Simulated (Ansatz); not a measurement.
# Cd3Cu, from a guessed structure to a relaxed one

Starting from a made-up structure for Cd3Cu, the aim is the relaxed cell, its shortest contacts and, where a second run follows, its electronic structure.

Main program and level: Ansatz 0.2.0; DFT, PBE, plane-wave PAW, default files, scalar-relativistic, ferromagnetic start, cell and ions relaxed at zero pressure, in the first sound run; inputs show where later runs differ.

## Step 1: The structure

It takes space group Pm-3m (No. 221, cubic). The conventional cell has a = 4.238 Å, b = 4.238 Å, c = 4.238 Å, α = 90.00°, β = 90.00°, γ = 90.00°. Nearest to Cd lie 8 Cd at 3.00 Å and 4 Cu at 3.00 Å. Nearest to Cu lie 12 Cd at 3.00 Å. Farther neighbours are not listed.

## Step 2: Relaxation of the guess

The guessed cell has no reason to be at equilibrium. It is relaxed with the atoms, within the space group of the guess.

The input, input.yaml:

```yaml
crystal:
  lattice:
    - [4.238, 0.0, 0.0]
    - [0.0, 4.238, 0.0]
    - [0.0, 0.0, 4.238]
  atoms:
    - { symbol: Cd, position: [0.5, 0.5, 0.0] }
    - { symbol: Cd, position: [0.5, 0.0, 0.5] }
    - { symbol: Cd, position: [0.0, 0.5, 0.5] }
    - { symbol: Cu, position: [0.0, 0.0, 0.0], spin: 0.6 }
magnetization:
  spin_polarized: true
kpoints:
  mp_grid: { grid: [6, 6, 6] }
scf:
  occupations: { method: fermi_dirac, width: 0.05 }
hamiltonian:
  xc: pbe
  pseudopotentials: { kind: paw }
relax:
  f_tol: 0.015
  max_steps: 70
  cell: {}
output:
  forces: true
  stress: true
```

The run is started by

```sh
ansatz run input.yaml --threads 4 --pin off --max-ram 8192MiB --backend cpu --events-out ev --progress --plain --runs-dir out
```

Numbers of over 12 decimals in the logs are rounded to 6 here.

The log of the run:

```text
Engine: ansatz 0.2.0, aarch64-unknown-linux-gnu
Pseudopotentials: kind: paw
Pseudopotential: Cd, paw, valence charge 20, recommended cutoff 420 eV (normal), Cd.paw.azcp
Pseudopotential: Cu, paw, valence charge 19, recommended cutoff 420 eV (normal), Cu.paw.azcp
Functional definition: PBE
  parameter kappa = 0.804
  parameter beta = 0.066725
  exchange = pbe_x(kappa = kappa, mu = beta*pi^2/3)
  correlation = pbe_c(beta = beta)
Crystal: 4 atoms, lattice volume = 76.117 Å³
Basis set: ecut = 420 eV, 1503 PW (Γ), exchange–correlation on 60×60×60 points (8 copies of the dense FFT grid, shifted against one another)
Bands: 48, of which v1, the nominal top of the filled ones, is band 40 counted from 1 (39 counted from 0)
Symmetry: 48 space group operations
Space group: Pm-3m (ITA 221), of the structure as read, at distance tolerance 4.2e-5 Å
Magnetic group: BNS 221.92 (UNI 1594), of the structure as read, at distance tolerance 4.2e-5 Å
k-points: 20 of 216
Non-local potential: Cd, projectors of the file, l = 0: 3, l = 1: 2, l = 2: 2, l = 3: 1
Non-local potential: Cu, projectors of the file, l = 0: 3, l = 1: 2, l = 2: 3, l = 3: 1
PAW form: soft (Blöchl's): semilocal exchange-correlation on the pseudo side does not see the compensation charge
PAW one-centre angular grid: Cd, 590 points (default); XC on 64 Gauss nodes
PAW one-centre angular grid: Cu, 590 points (default); XC on 64 Gauss nodes
Initial density: superposition of atomic densities (chi_scale 0.1, normalization cell)
Starting moments: Σ|m| = 0.6 μB on 1 of 4 sites
Initial wavefunctions: pseudopotential atomic-orbital guess
Functional: x = pbe(κ = 0.804, μ = 0.219515), c = pbe(β = 0.066725)
SCF iter   1: F=—  HF=-31388.844530 eV  |F-HF|=—  |Δ(HF+E_count)|=         —  Δρ=6.92e-2 (↑6.92e-2 ↓2.67e-2)  dr2=4.89e0  dr2_m=3.89e-1  M=0.183 μB ∫|m|=0.190 μB  β_m=0.30  ethr=3.10e-3  ⟨swp⟩=6.0  Hψ=6414  notcnv=0  defer=4
preconditioner: auto → Kerker (q_TF=auto, 2.745 Å⁻¹)  [metal: Δε(μ)=0.081 eV  Ē_g=11.891 eV  σ=0.050 eV  W_gap=0.37  n_scr=26 (ndim 8)  ℏωp=29.2 eV  f_vac=0.000  D(μ)=1.83/eV (n_scr^D=6)]
spin=Collinear: Kerker preconditioning applied to the charge; magnetization (m = ρ↑ − ρ↓) channel mixes plain (no charge-response kernel on spin).
SCF iter   2: F=—  HF=-31388.399114 eV  |F-HF|=—  |Δ(HF+E_count)|=   4.45e-1  Δρ=3.20e-2 (↑2.03e-2 ↓3.20e-2)  dr2=6.57e-1  dr2_m=3.66e-1  M=0.073 μB ∫|m|=0.076 μB  β_m=0.30  ethr=3.10e-3  ⟨swp⟩=2.2  Hψ=3672  notcnv=0  defer=89
SCF iter   3: F=—  HF=-31388.256018 eV  |F-HF|=—  |Δ(HF+E_count)|=   1.43e-1  Δρ=2.55e-2 (↑2.55e-2 ↓1.24e-2)  dr2=4.65e-1  dr2_m=1.83e-1  M=0.074 μB ∫|m|=0.078 μB  β_m=0.30  ethr=8.32e-4  ⟨swp⟩=2.0  Hψ=3285  notcnv=0  defer=92
SCF iter   4: F=—  HF=-31388.143343 eV  |F-HF|=—  |Δ(HF+E_count)|=   1.13e-1  Δρ=1.37e-2 (↑1.33e-2 ↓1.37e-2)  dr2=3.93e-2  dr2_m=1.11e-1  M=0.043 μB ∫|m|=0.049 μB  β_m=0.30  ethr=5.89e-4  ⟨swp⟩=2.0  Hψ=3134  notcnv=0  defer=92
SCF iter   5: F=—  HF=-31388.168727 eV  |F-HF|=—  |Δ(HF+E_count)|=   2.54e-2  Δρ=1.62e-2 (↑3.57e-3 ↓1.62e-2)  dr2=9.10e-2  dr2_m=6.59e-2  M=0.028 μB ∫|m|=0.033 μB  β_m=0.30  ethr=4.97e-5  ⟨swp⟩=2.0  Hψ=3747  notcnv=0  defer=92
SCF iter   6: F=—  HF=-31388.164330 eV  |F-HF|=—  |Δ(HF+E_count)|=   4.40e-3  Δρ=1.01e-2 (↑4.41e-3 ↓1.01e-2)  dr2=2.20e-2  dr2_m=3.60e-2  M=0.022 μB ∫|m|=0.027 μB  β_m=0.30  ethr=4.97e-5  ⟨swp⟩=2.0  Hψ=2522  notcnv=0  defer=92
SCF iter   7: F=—  HF=-31388.161760 eV  |F-HF|=—  |Δ(HF+E_count)|=   2.57e-3  Δρ=5.46e-3 (↑5.46e-3 ↓5.23e-3)  dr2=6.04e-4  dr2_m=1.98e-2  M=0.017 μB ∫|m|=0.022 μB  β_m=0.30  ethr=2.79e-5  ⟨swp⟩=2.0  Hψ=2175  notcnv=0  defer=92
Mixer restart at iter 7: flushing history
spin-set hold released at iteration 7 (site moments contracting): the magnetisation degrees of freedom join the quasi-Newton model from the next iteration; the mixer history was flushed
SCF iter   8: F=—  HF=-31388.162828 eV  |F-HF|=—  |Δ(HF+E_count)|=   1.07e-3  Δρ=4.04e-3 (↑4.00e-3 ↓4.04e-3)  dr2=4.61e-4  dr2_m=1.12e-2  M=0.013 μB ∫|m|=0.017 μB  β_m=0.65  ethr=7.65e-7  ⟨swp⟩=2.1  Hψ=2934  notcnv=0  defer=92
SCF iter   9: F=—  HF=-31388.165437 eV  |F-HF|=—  |Δ(HF+E_count)|=   2.61e-3  Δρ=1.76e-3 (↑1.76e-3 ↓1.58e-3)  dr2=5.29e-3  dr2_m=5.77e-6  M=-0.000 μB ∫|m|=0.002 μB  β_m=0.47  ethr=5.84e-7  ⟨swp⟩=2.2  Hψ=3457  notcnv=0  defer=92
SCF iter  10: F=—  HF=-31388.164533 eV  |F-HF|=—  |Δ(HF+E_count)|=   9.05e-4  Δρ=3.08e-4 (↑3.08e-4 ↓2.71e-4)  dr2=1.86e-4  dr2_m=1.01e-6  M=-0.001 μB ∫|m|=0.002 μB  β_m=0.74  ethr=5.84e-7  ⟨swp⟩=2.0  Hψ=3640  notcnv=0  defer=92
SCF iter  11: F=—  HF=-31388.164529 eV  |F-HF|=—  |Δ(HF+E_count)|=   3.65e-6  Δρ=1.52e-4 (↑1.52e-4 ↓1.40e-4)  dr2=5.22e-5  dr2_m=1.28e-7  M=-0.000 μB ∫|m|=0.001 μB  β_m=0.80  ethr=2.35e-7  ⟨swp⟩=1.0  Hψ=1844  notcnv=0  defer=92
SCF iter  12: F=—  HF=-31388.164511 eV  |F-HF|=—  |Δ(HF+E_count)|=   1.81e-5  Δρ=5.92e-5 (↑5.66e-5 ↓5.92e-5)  dr2=9.11e-6  dr2_m=1.26e-8  M=-0.000 μB ∫|m|=0.000 μB  β_m=0.90  ethr=6.60e-8  ⟨swp⟩=2.0  Hψ=2113  notcnv=0  defer=92
SCF iter  13: F=—  HF=-31388.164511 eV  |F-HF|=—  |Δ(HF+E_count)|=   1.96e-7  Δρ=1.44e-5 (↑1.29e-5 ↓1.44e-5)  dr2=9.53e-7  dr2_m=2.69e-9  M=-0.000 μB ∫|m|=0.000 μB  β_m=0.88  ethr=1.15e-8  ⟨swp⟩=1.7  Hψ=1876  notcnv=0  defer=92
SCF iter  14: F=—  HF=-31388.164510 eV  |F-HF|=—  |Δ(HF+E_count)|=   2.91e-7  Δρ=4.91e-6 (↑4.05e-6 ↓4.91e-6)  dr2=7.09e-8  dr2_m=3.05e-10  M=0.000 μB ∫|m|=0.000 μB  β_m=0.91  ethr=1.27e-10  ⟨swp⟩=2.0  Hψ=6479  notcnv=0
SCF iter  15: F=—  HF=-31388.164510 eV  |F-HF|=—  |Δ(HF+E_count)|=   1.63e-8  Δρ=1.56e-6 (↑1.12e-6 ↓1.56e-6)  dr2=4.71e-9  dr2_m=1.95e-10  M=0.000 μB ∫|m|=0.000 μB  β_m=0.92  ethr=8.97e-11  ⟨swp⟩=3.1  Hψ=4733  notcnv=0
SCF iter  16: F=-31388.164510 eV  HF=-31388.164510 eV  |F-HF|=1.06e-10  |Δ(HF+E_count)|=  8.55e-10  Δρ=3.24e-7 (↑2.98e-7 ↓3.24e-7)  dr2=2.84e-10  dr2_m=1.12e-11  M=0.000 μB ∫|m|=0.000 μB  ethr=5.96e-12  ⟨swp⟩=2.9  Hψ=4125  notcnv=0
WARN: the starting moments were not kept: the SCF closed with an absolute magnetisation of 6.2e-6 μB, where they sum to 0.6 μB in size (1 site). That is at most 0.1 of that sum. Measured as dr2_m measures the in/out step, that magnetisation stands 5.2e-12 eV from none, at or under the dr2_threshold of 1.0e-7 eV: it is no larger than a step whose dr2_m would equal this threshold. The system may hold no moment; this SC [...]
SCF 1 converged in 16 iterations: F = -31388.164510 eV  dr2 = 2.84e-10
  greatest PAW one-centre occupation: 1.000 electrons in one spin orbital (limit 2), on the Cd atom at site 1 (counted from 0), in its partial waves of l = 0
relax step   1: F+E_penalty+E_count = -31388.16451029 eV  Δ(F+E_penalty+E_count) = +0.000e0 eV  max|allowed force component| = 1.706e-28 eV/Å  Δτ_max = 0.0000 Å  P = +0.981 GPa  Ω = 76.117 Å³  (16 SCF iters, dr2 threshold 1.00e-7 eV, accepted)
Crystal: 4 atoms, lattice volume = 77.833 Å³
Initial density: handed on by an earlier stage of this run
Starting moments: Σ|m| = 0.6 μB on 1 of 4 sites; this step starts from the density that it was given
Initial wavefunctions: those handed on with the density
iter 1 solved again at ethr=9.73e-6 eV; its pass at ethr=3.10e-3 eV (dr2=7.68e-3 eV) is discarded
SCF iter   1: F=—  HF=-31388.168460 eV  |F-HF|=—  |Δ(HF+E_count)|=         —  Δρ=2.12e-3 (↑2.12e-3 ↓1.43e-3)  dr2=7.75e-3  dr2_m=1.52e-4  M=-0.001 μB ∫|m|=0.001 μB  β_m=0.30  ethr=9.73e-6  ⟨swp⟩=1.8  Hψ=8431  notcnv=0
preconditioner: auto → Kerker (q_TF=auto, 2.735 Å⁻¹)  [metal: Δε(μ)=0.026 eV  Ē_g=12.301 eV  σ=0.050 eV  W_gap=0.13  n_scr=26 (ndim 8)  ℏωp=28.9 eV  f_vac=0.000  D(μ)=2.03/eV (n_scr^D=18)]
spin=Collinear: Kerker preconditioning applied to the charge; magnetization (m = ρ↑ − ρ↓) channel mixes plain (no charge-response kernel on spin).
SCF iter   2: F=—  HF=-31388.167385 eV  |F-HF|=—  |Δ(HF+E_count)|=   1.08e-3  Δρ=5.96e-4 (↑5.96e-4 ↓5.85e-4)  dr2=7.10e-4  dr2_m=7.51e-5  M=-0.001 μB ∫|m|=0.001 μB  β_m=0.30  ethr=9.73e-6  ⟨swp⟩=2.0  Hψ=2229  notcnv=0
SCF iter   3: F=—  HF=-31388.167178 eV  |F-HF|=—  |Δ(HF+E_count)|=   2.06e-4  Δρ=5.58e-4 (↑5.58e-4 ↓3.01e-4)  dr2=5.73e-4  dr2_m=3.76e-5  M=-0.001 μB ∫|m|=0.001 μB  β_m=0.44  ethr=8.98e-7  ⟨swp⟩=2.0  Hψ=2682  notcnv=0
SCF iter   4: F=—  HF=-31388.167031 eV  |F-HF|=—  |Δ(HF+E_count)|=   1.47e-4  Δρ=1.88e-4 (↑1.79e-4 ↓1.88e-4)  dr2=4.71e-5  dr2_m=3.59e-7  M=-0.000 μB ∫|m|=0.000 μB  β_m=0.72  ethr=7.26e-7  ⟨swp⟩=2.2  Hψ=2821  notcnv=0
SCF iter   5: F=—  HF=-31388.167065 eV  |F-HF|=—  |Δ(HF+E_count)|=   3.32e-5  Δρ=1.09e-4 (↑1.07e-4 ↓1.09e-4)  dr2=2.30e-5  dr2_m=6.37e-9  M=-0.000 μB ∫|m|=0.000 μB  β_m=0.78  ethr=5.96e-8  ⟨swp⟩=2.0  Hψ=3498  notcnv=0
SCF iter   6: F=—  HF=-31388.167062 eV  |F-HF|=—  |Δ(HF+E_count)|=   2.78e-6  Δρ=1.75e-5 (↑1.75e-5 ↓1.74e-5)  dr2=6.33e-7  dr2_m=5.55e-10  M=-0.000 μB ∫|m|=0.000 μB  β_m=0.89  ethr=2.92e-8  ⟨swp⟩=2.0  Hψ=2182  notcnv=0
SCF iter   7: F=-31388.167062 eV  HF=-31388.167062 eV  |F-HF|=5.69e-8  |Δ(HF+E_count)|=   3.34e-7  Δρ=6.93e-6 (↑6.40e-6 ↓6.93e-6)  dr2=1.12e-7  dr2_m=2.34e-10  M=-0.000 μB ∫|m|=0.000 μB  ethr=5.06e-10  ⟨swp⟩=3.2  Hψ=5272  notcnv=0
the starting moments were not kept: the SCF closed with an absolute magnetisation of 7.2e-6 μB, where they sum to 0.6 μB in size (1 site). That is at most 0.1 of that sum. Measured as dr2_m measures the in/out step, that magnetisation stands 5.6e-12 eV from none, at or under the dr2_threshold of 4.0e-7 eV: it is no larger than a step whose dr2_m would equal this threshold.
SCF 2 converged in 7 iterations: F = -31388.167062 eV  dr2 = 1.12e-7
  greatest PAW one-centre occupation: 1.000 electrons in one spin orbital (limit 2), on the Cd atom at site 2 (counted from 0), in its partial waves of l = 0
relax step   2: F+E_penalty+E_count = -31388.16706210 eV  Δ(F+E_penalty+E_count) = -2.552e-3 eV  max|allowed force component| = 1.433e-29 eV/Å  Δτ_max = 0.0000 Å  P = -0.328 GPa  Ω = 77.833 Å³  energy of the carried Pulay correction = -7.769e-4 eV  (7 SCF iters, dr2 threshold 4.00e-7 eV, accepted)
Crystal: 4 atoms, lattice volume = 77.396 Å³
iter 1 solved again at ethr=6.65e-7 eV; its pass at ethr=3.10e-3 eV (dr2=5.26e-4 eV) is discarded
SCF iter   1: F=—  HF=-31388.167815 eV  |F-HF|=—  |Δ(HF+E_count)|=         —  Δρ=5.32e-4 (↑5.32e-4 ↓3.59e-4)  dr2=4.83e-4  dr2_m=9.55e-6  M=0.000 μB ∫|m|=0.000 μB  β_m=0.30  ethr=6.65e-7  ⟨swp⟩=2.1  Hψ=7861  notcnv=0
preconditioner: auto → Kerker (q_TF=auto, 2.738 Å⁻¹)  [metal: Δε(μ)=0.013 eV  Ē_g=12.307 eV  σ=0.050 eV  W_gap=0.07  n_scr=26 (ndim 8)  ℏωp=28.9 eV  f_vac=0.000  D(μ)=2.07/eV (n_scr^D=18)]
spin=Collinear: Kerker preconditioning applied to the charge; magnetization (m = ρ↑ − ρ↓) channel mixes plain (no charge-response kernel on spin).
SCF iter   2: F=—  HF=-31388.167749 eV  |F-HF|=—  |Δ(HF+E_count)|=   6.56e-5  Δρ=1.48e-4 (↑1.47e-4 ↓1.48e-4)  dr2=4.19e-5  dr2_m=4.75e-6  M=0.000 μB ∫|m|=0.000 μB  β_m=0.30  ethr=6.11e-7  ⟨swp⟩=2.0  Hψ=2190  notcnv=0
SCF iter   3: F=—  HF=-31388.167733 eV  |F-HF|=—  |Δ(HF+E_count)|=   1.64e-5  Δρ=1.40e-4 (↑1.40e-4 ↓7.46e-5)  dr2=3.48e-5  dr2_m=2.40e-6  M=0.000 μB ∫|m|=0.000 μB  β_m=0.43  ethr=5.31e-8  ⟨swp⟩=2.0  Hψ=3271  notcnv=0
SCF iter   4: F=—  HF=-31388.167724 eV  |F-HF|=—  |Δ(HF+E_count)|=   8.84e-6  Δρ=4.63e-5 (↑4.34e-5 ↓4.63e-5)  dr2=2.70e-6  dr2_m=2.70e-8  M=0.000 μB ∫|m|=0.000 μB  β_m=0.72  ethr=4.41e-8  ⟨swp⟩=2.1  Hψ=2823  notcnv=0
SCF iter   5: F=—  HF=-31388.167725 eV  |F-HF|=—  |Δ(HF+E_count)|=   1.51e-6  Δρ=2.63e-5 (↑2.62e-5 ↓2.63e-5)  dr2=1.36e-6  dr2_m=1.34e-10  M=0.000 μB ∫|m|=0.000 μB  β_m=0.78  ethr=3.42e-9  ⟨swp⟩=2.0  Hψ=3500  notcnv=0
SCF iter   6: F=-31388.167725 eV  HF=-31388.167725 eV  |F-HF|=1.45e-8  |Δ(HF+E_count)|=   1.64e-7  Δρ=3.91e-6 (↑3.91e-6 ↓3.76e-6)  dr2=2.92e-8  dr2_m=5.71e-11  M=0.000 μB ∫|m|=0.000 μB  ethr=3.40e-10  ⟨swp⟩=2.4  Hψ=5868  notcnv=0
the starting moments were not kept: the SCF closed with an absolute magnetisation of 6.2e-6 μB, where they sum to 0.6 μB in size (1 site). That is at most 0.1 of that sum. Measured as dr2_m measures the in/out step, that magnetisation stands 4.3e-12 eV from none, at or under the dr2_threshold of 2.7e-7 eV: it is no larger than a step whose dr2_m would equal this threshold.
SCF 3 converged in 6 iterations: F = -31388.167725 eV  dr2 = 2.92e-8
relax step   3: F+E_penalty+E_count = -31388.16772519 eV  Δ(F+E_penalty+E_count) = -6.631e-4 eV  max|allowed force component| = 3.787e-29 eV/Å  Δτ_max = 0.0000 Å  P = -0.012 GPa  Ω = 77.396 Å³  energy of the carried Pulay correction = -5.807e-4 eV  (6 SCF iters, dr2 threshold 2.69e-7 eV, accepted)
Initial wavefunctions: pseudopotential atomic-orbital guess (no wavefunctions were taken with the density)
iter 1 solved again at ethr=7.62e-9 eV; its pass at ethr=3.10e-3 eV (dr2=6.02e-6 eV) is discarded
SCF iter   1: F=—  HF=-31388.168066 eV  |F-HF|=—  |Δ(HF+E_count)|=         —  Δρ=1.20e-4 (↑1.20e-4 ↓1.20e-4)  dr2=1.17e-6  dr2_m=5.71e-11  M=0.000 μB ∫|m|=0.000 μB  β_m=0.30  ethr=7.62e-9  ⟨swp⟩=3.5  Hψ=12052  notcnv=0
preconditioner: auto → Kerker (q_TF=auto, 2.738 Å⁻¹)  [metal: Δε(μ)=0.015 eV  Ē_g=12.313 eV  σ=0.050 eV  W_gap=0.07  n_scr=26 (ndim 8)  ℏωp=28.9 eV  f_vac=0.000  D(μ)=2.07/eV (n_scr^D=18)]
spin=Collinear: Kerker preconditioning applied to the charge; magnetization (m = ρ↑ − ρ↓) channel mixes plain (no charge-response kernel on spin).
SCF iter   2: F=—  HF=-31388.168168 eV  |F-HF|=—  |Δ(HF+E_count)|=   1.02e-4  Δρ=8.47e-5 (↑8.47e-5 ↓8.47e-5)  dr2=6.10e-7  dr2_m=2.76e-11  M=0.000 μB ∫|m|=0.000 μB  β_m=0.56  ethr=1.48e-9  ⟨swp⟩=1.6  Hψ=1956  notcnv=0
SCF iter   3: F=—  HF=-31388.168264 eV  |F-HF|=—  |Δ(HF+E_count)|=   9.59e-5  Δρ=2.48e-5 (↑2.48e-5 ↓2.48e-5)  dr2=5.17e-7  dr2_m=1.59e-12  M=0.000 μB ∫|m|=0.000 μB  β_m=0.44  ethr=7.72e-10  ⟨swp⟩=3.0  Hψ=3484  notcnv=0
SCF iter   4: F=—  HF=-31388.168268 eV  |F-HF|=—  |Δ(HF+E_count)|=   4.40e-6  Δρ=4.49e-6 (↑4.49e-6 ↓4.49e-6)  dr2=9.34e-9  dr2_m=6.33e-13  M=0.000 μB ∫|m|=0.000 μB  β_m=0.60  ethr=6.54e-10  ⟨swp⟩=2.0  Hψ=3228  notcnv=0
SCF iter   5: F=—  HF=-31388.168268 eV  |F-HF|=—  |Δ(HF+E_count)|=   2.11e-7  Δρ=9.44e-7 (↑9.26e-7 ↓9.44e-7)  dr2=1.83e-9  dr2_m=1.38e-13  M=0.000 μB ∫|m|=0.000 μB  β_m=0.80  ethr=1.18e-11  ⟨swp⟩=2.0  Hψ=2904  notcnv=0
SCF iter   6: F=—  HF=-31388.168259 eV  |F-HF|=—  |Δ(HF+E_count)|=   8.84e-6  Δρ=4.96e-7 (↑4.87e-7 ↓4.96e-7)  dr2=6.45e-10  dr2_m=2.98e-14  M=0.000 μB ∫|m|=0.000 μB  β_m=0.90  ethr=2.32e-12  ⟨swp⟩=2.0  Hψ=2862  notcnv=0
SCF iter   7: F=—  HF=-31388.168259 eV  |F-HF|=—  |Δ(HF+E_count)|=  3.27e-11  Δρ=1.42e-7 (↑1.42e-7 ↓1.40e-7)  dr2=4.44e-11  dr2_m=1.16e-15  M=0.000 μB ∫|m|=0.000 μB  β_m=0.95  ethr=1.00e-12  ⟨swp⟩=2.0  Hψ=2174  notcnv=0
SCF iter   8: F=-31388.168259 eV  HF=-31388.168259 eV  |F-HF|=2.55e-11  |Δ(HF+E_count)|=    0.00e0  Δρ=8.61e-8 (↑8.61e-8 ↓8.53e-8)  dr2=1.71e-11  dr2_m=2.05e-16  M=0.000 μB ∫|m|=0.000 μB  ethr=1.00e-12  ⟨swp⟩=3.0  Hψ=5234  notcnv=0
the starting moments were not kept: the SCF closed with an absolute magnetisation of 2.5e-8 μB, where they sum to 0.6 μB in size (1 site). That is at most 0.1 of that sum. Measured as dr2_m measures the in/out step, that magnetisation stands 8.5e-17 eV from none, at or under the dr2_threshold of 4.0e-11 eV: it is no larger than a step whose dr2_m would equal this threshold.
SCF 4 converged in 8 iterations: F = -31388.168259 eV  dr2 = 1.71e-11
relax step   4: F+E_penalty+E_count = -31388.16825944 eV  Δ(F+E_penalty+E_count) = -5.342e-4 eV  max|allowed force component| = 2.593e-29 eV/Å  Δτ_max = 0.0000 Å  P = -0.018 GPa  Ω = 77.396 Å³  stress off target by 1.76e-2 GPa  SCF on the basis re-selected at this cell (its energy is not comparable with the rows above)  (8 SCF iters)
basis re-selected at this cell: Δ(F+E_penalty+E_count) = -5.342e-4 eV, ΔP = -0.005 GPa vs the last step (what re-selecting the basis moved, of the pressure what is left beyond the Pulay correction that the steps carried, after the strain that the cell walked since its last selection, with what the two solves' SCF thresholds leave and, on support functions, any second-order correction that the steps lacked; it is no m [...]
SCF converged after 8 iterations
Magnetization: 0.0000 μB (39.5000 up, 39.5000 down)
Absolute magnetization: 0.0000 μB (∫|ρ↑−ρ↓|, with the PAW one-centre terms)
Spin contamination: 0.0000 ħ² per cell (⟨S²⟩ above its minimum at these occupations)
Per-site moments (μB) at R_I (Å): [(1.3798725470726108e-9, 1.243031), (1.3798721429158984e-9, 1.243031), (1.3798725039335435e-9, 1.243031), (4.2803306278804745e-9, 1.243031)]
Free energy (F): -31388.168259 eV
Harris-Foulkes:  -31388.168259 eV  (|F-HF|=2.55e-11)
Internal energy: -31388.152443 eV  (E = F + TS)
E sigma→0 (E₀):  -31388.160351 eV
Entropy (-TS):   -0.015817 eV (-3.954 meV/atom)
Fermi energy:    14.866689 eV
--- Per-component energies (eV) ---
  E_band       = -1568.754003
  E_kinetic    = 1813.402637
  E_local      = -13125.484892  (includes V_loc(G=0)·N_el)
  E_nonlocal   = 492.701367
  E_hartree    = 6054.309066
  E_xc         = -619.814849
  E_vxc        = -780.600762  (∫ρ·V_xc dr)
  E_paw        = -13914.782937  (= ΣΔE_a)
  E_vpaw       = -2077.390556  (= ΣTr[D̂ρ^β])
  E_aug_tail   = 0.000293  (compensation charges beyond the density's cutoff)
  E_ewald      = -12088.483128
  E_smearing   = -0.015817  (= −TS)
  E_closure    = -0.000000  (closes the sum)
  Σ components = -31388.168259   (vs F -31388.168259, Δ=0.00e0)
--- Forces (eV/Å), atoms counted from 1 ---
  atom   1  Cd    -0.00000000     0.00000000     0.00000000
  atom   2  Cd     0.00000000    -0.00000000     0.00000000
  atom   3  Cd     0.00000000     0.00000000    -0.00000000
  atom   4  Cu    -0.00000000    -0.00000000    -0.00000000
  max |Σ_I F_I| component: 4.77e-29 eV/Å
--- Stress (GPa, compression-positive) ---
       -0.017588      -0.000000       0.000000
       -0.000000      -0.017588      -0.000000
        0.000000      -0.000000      -0.017588
  P = ⅓ Tr σ = -0.0176 GPa (-0.176 kbar)
--- Relaxed structure (3 steps of the walk, 3 accepted, 1 SCFs on fresh bases) ---
  F+E_penalty+E_count = -31388.16825944 eV   max|allowed force component| = 2.593e-29 eV/Å   (the final SCF, on the basis selected at the relaxed cell)
  cell:  # Å, volume = 77.3961 Å³
    - [4.261604, 0, 0]
    - [0, 4.261604, 0.0]
    - [0, 0.0, 4.261604]
  atoms:
    - { symbol: Cd, position: [0.5, 0.5, 0] }
    - { symbol: Cd, position: [0.5, 0, 0.5] }
    - { symbol: Cd, position: [0, 0.5, 0.5] }
    - { symbol: Cu, position: [0, 0, 0] }
```

The job ended after 7.1 s (4 threads of Arm Neoverse V2, shared host; peak memory 0.45 GiB; 26 s of CPU time).

Step by step:

| step | energy less that of the first step (eV) | largest force component (eV/Å) | pressure (GPa) | volume (Å³) |
| --- | --- | --- | --- | --- |
| 1 | 0.0000 | 0.0000 | 0.98 | 76.12 |
| 2 | -0.0026 | 0.0000 | -0.33 | 77.83 |
| 3 | -0.0032 | 0.0000 | -0.01 | 77.40 |
| 4* | -0.0037 | 0.0000 | -0.02 | 77.40 |

Relaxation steps marked * repeat the geometry before them on a plane-wave basis chosen anew for their cell, so energy and pressure can jump there.

Forces are held to the 48 operations that the run works with; a distortion that breaks them can't arise in this run.

| conventional cell, symmetrised | before | after | change |
| --- | --- | --- | --- |
| a (Å) | 4.238 | 4.262 | +0.6 % |
| b (Å) | 4.238 | 4.262 | +0.6 % |
| c (Å) | 4.238 | 4.262 | +0.6 % |
| volume (Å³/atom) | 19.03 | 19.35 | +1.7 % |

This step gave:

| Quantity | Value |
| --- | --- |
| free energy | -31388.1683 eV |
| energy at zero smearing | -31388.1604 eV |
| smearing term TS | 0.01582 eV |
| Fermi energy | 14.87 eV |
| electrons | 79 |
| symmetry operations | 48 |
| pressure | -0.01759 GPa |

(Part 1 of 2 ends here.)

[Logs are printed without paths, hosts, clocks, repeated set-up lines and the standing remarks that a program may print on its own settings, such as how far it seeks lower states.]

[Hosts, paths, dates, database ids (printed as entryN), source tags and the programs' standing remarks are cut or masked in the printed files.]
